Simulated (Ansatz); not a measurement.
# Ta on Al(111), half in the top layer, both faces: core shifts and d bands, part 3 of 3

Aim: core-level shifts, shell centres and work function of Ta on Al(111), half in the top layer, both faces. Spin–orbit coupling is left out of the bands throughout.

Ansatz 0.2.0; DFT, PBEsol, plane-wave PAW, default files, scalar-relativistic.

So far, work function, upper face (eV): step 2 (the clean face) 4.16; step 3 (relaxation) 4.55; step 4 (layer-resolved bands, DOS and potential) 4.52.

### Step 5. Core holes (continued)

The Al 2p lines of the listed atoms alone (other atoms of the cell aren't counted), as Gaussians 0.3 eV wide, no depth weighting. The intensity by Al 2p level; read off at these points:

```
Al 2p level (eV)  intensity (%)
           71.60        0.00359
           71.80           1.11
           72.00           29.8
           72.20           73.7
           72.40           79.4
           72.51           99.9
           72.60           85.5
           72.80           36.9
           73.00           26.6
           73.20           2.72
           73.40         0.0262
           73.60              0
```

### Step 6. Maps in the surface zone

Analysers record intensity over the zone at fixed energy, so the same weights are taken on a square grid of wave vectors.

input.yaml reads:

```yaml
crystal:
  lattice:
    - [5.713422792, 0.0, 0.0]
    - [2.856711396, 4.9479692804, 0.0]
    - [0.0, 0.0, 23.3299803501]
  atoms:
    - { symbol: Ta, position: [0.0180090396, -0.0360180792, 0.6867161165] }
    - { symbol: Ta, position: [0.5180090396, -0.0360180792, 0.6867161165] }
    - { symbol: Al, position: [0.018706379, 0.462587242, 0.7047392492] }
    - { symbol: Al, position: [0.518706379, 0.462587242, 0.7047392492] }
    - { symbol: Al, position: [0.8353539695, 0.3292920611, 0.5998845371] }
    - { symbol: Al, position: [0.3353539695, 0.3292920611, 0.5998845371] }
    - { symbol: Al, position: [0.8371698284, 0.8256603433, 0.5944058565] }
    - { symbol: Al, position: [0.3371698284, 0.8256603433, 0.5944058565] }
    - { symbol: Al, position: [0.1666666667, 0.1666666667, 0.5] }
    - { symbol: Al, position: [0.6666666667, 0.1666666667, 0.5] }
    - { symbol: Al, position: [0.1666666667, 0.6666666667, 0.5] }
    - { symbol: Al, position: [0.6666666667, 0.6666666667, 0.5] }
    - { symbol: Al, position: [-0.0020206361, 0.0040412723, 0.4001154629] }
    - { symbol: Al, position: [0.4979793639, 0.0040412723, 0.4001154629] }
    - { symbol: Al, position: [-0.003836495, 0.5076729901, 0.4055941435] }
    - { symbol: Al, position: [0.496163505, 0.5076729901, 0.4055941435] }
    - { symbol: Ta, position: [0.8153242937, 0.3693514126, 0.3132838835] }
    - { symbol: Ta, position: [0.3153242937, 0.3693514126, 0.3132838835] }
    - { symbol: Al, position: [0.8146269543, 0.8707460913, 0.2952607508] }
    - { symbol: Al, position: [0.3146269543, 0.8707460913, 0.2952607508] }
kpoints:
  mp_grid: { grid: [12, 12, 1] }
scf:
  occupations: { method: fermi_dirac, width: 0.05 }
  n_extra_bands: 20
hamiltonian:
  xc: pbesol
  pseudopotentials: { kind: paw }
output:
  forces: true
  write_potential: true
  volumetric_format: []
  eigenstates:
    kpoints:
      - [-0.4321782, 0.0436082, 0.0]
      - [-0.2889604, 0.1152172, 0.0]
      - [-0.1457426, 0.186826, 0.0]
      - [-0.0025248, 0.258435, 0.0]
      - [0.140693, 0.3300438, 0.0]
      - [0.283911, 0.4016528, 0.0]
      # [... 113 more points ...]
      - [-0.1432178, -0.071609, 0.0]
      - [0.0, 0.0, 0.0]
    e_range: [-3.0, 1.5]
    unfold:
      supercell_matrix: [[2, 0, 0], [0, 2, 0], [0, 0, 1]]
      layers:
        axis: 3
        edges: [0.123808, 0.429195, 0.429295, 0.570703, 0.570803, 0.876191]
```

Command:

```console
$ ansatz run input.yaml --threads 4 --pin off --max-ram 12288MiB --backend cpu --events-out ev --progress --plain --runs-dir out
```

Elapsed: 3.1 min, on 4 threads of Arm Neoverse V1, shared host; peak memory 3.3 GiB.

This step gave:

- symmetry operations: 8

A(k, E = +0.00 eV), top over kx and ky. Zero: Fermi level; centre [0, 0, 0]; axes [1, 0, 0], [0, 1, 0].

Ten even steps from '0' (0.16 eV⁻¹) to '9' (1.27 eV⁻¹):
```
221025632111236520122
103252432222234252301
123035443111344530321
103252431111134252301
221025533212335520122
211422356444653224112
301910472121274019103
322411234323432114223
562012212212212210265
425230100111001032524
453032110000011230354
425230100111001032524
562012212212212210265
322411234323432114223
301910472121274019103
211422356444653224112
221025533212335520122
103252431111134252301
123035443111344530321
103252432222234252301
221025632111236520122
```
Columns: kx (Å⁻¹) from -1.57 to 1.57; rows upwards: ky (Å⁻¹) from -1.57 to 1.57.

A(k, E = -0.50 eV), top over kx and ky. Zero: Fermi level; centre [0, 0, 0]; axes [1, 0, 0], [0, 1, 0].

Ten even steps from '0' (0.15 eV⁻¹) to '9' (1.44 eV⁻¹):
```
432246875434578642234
331126676666676621133
311332675898576233113
321125676666676521123
432345885434588543234
522254772111277452225
445254342000243452544
745222531000135222547
864323422212224323468
663112333212333211366
623311334222433113326
663112333212333211366
864323422212224323468
745222531000135222547
445254342000243452544
522254772111277452225
432345885434588543234
321125676666676521123
311332675898576233113
331126676666676621133
432246875434578642234
```
Columns: kx (Å⁻¹) from -1.57 to 1.57; rows upwards: ky (Å⁻¹) from -1.57 to 1.57.

Levels are drawn here with a half width of 0.2 eV, so heights of A(k,E) don't compare between steps with other widths.

In the map at +0.00 eV the intensity peaks 1.27 Å⁻¹ from the map's centre (the map runs past the first zone), and 67 % of the points pass 30 % of that peak; the grid step of 0.16 Å⁻¹ is coarse against sharp contours.

### Step 7. Outcome

```json
{
 "work function": "4.52 eV",
 "change from the clean face": "+0.36 eV",
 "states held at the top": "0.01 eV at M (47 % on each face); 0.03 eV at M (48 % on each face); -0.65 eV at K (48 % on each face); 1.08 eV at Γ (47 % on each face)",
 "Ta 5d centre of the filled part above −10 eV, from the plotted curve, layer 1": "-1.88 eV",
 "Al core shifts among the listed atoms, from the last listed one": "-0.35 to +0.00 eV"
}
```

The Fermi level of Ta on Al(111), half in the top layer, both faces lies 4.52 eV below the vacuum, a change of +0.36 eV from the clean face. 6 levels of weight over 0.3 between −3.0 and 3.0 eV at the labelled points keep to the outer layers (over 36 % in the top region, under 6 % in the middle), as surface states do (in so thin a slab a quantum-well level with a node in the middle can look the same); of these the nearest to the zero is at 0.01 eV (M). Core shifts: Al -0.35 to +0.00 eV. Among the sites run, the most bound Al 2p level is that of Al9 (layer 3), bonded to 12 Al; the least bound, 0.35 eV shallower, that of Al4 (layer 1), tied with Al3, bonded to 5 Al and 4 Ta. At 21.2 eV the valence spectrum has its highest listed peak within 10.8 eV at 0.8 eV (Ta 5d). At 1486.7 eV the valence spectrum has its highest listed peak within 12.4 eV at 0.8 eV (Ta 5d). The shell named is the one with most of the intensity, cross sections included, not always the one with most states there. Spin–orbit coupling is left out, which matters for the heavy atoms here. The slab's own atoms span 9.6 Å, so bulk bands appear as a few quantum-well levels, and states of the two faces can mix.

[Logs are printed without paths, hosts, clocks, repeated set-up lines and the standing remarks that a program may print on its own settings, such as how far it seeks lower states.]

[Hosts, paths, dates, database ids (printed as entryN), source tags and the programs' standing remarks are cut or masked in the printed files.]

[Maps of the electrostatic potential energy from Ansatz leave out the sawtooth potential of an applied field or a dipole correction, so their vacuum need not be flat; work functions include it.]
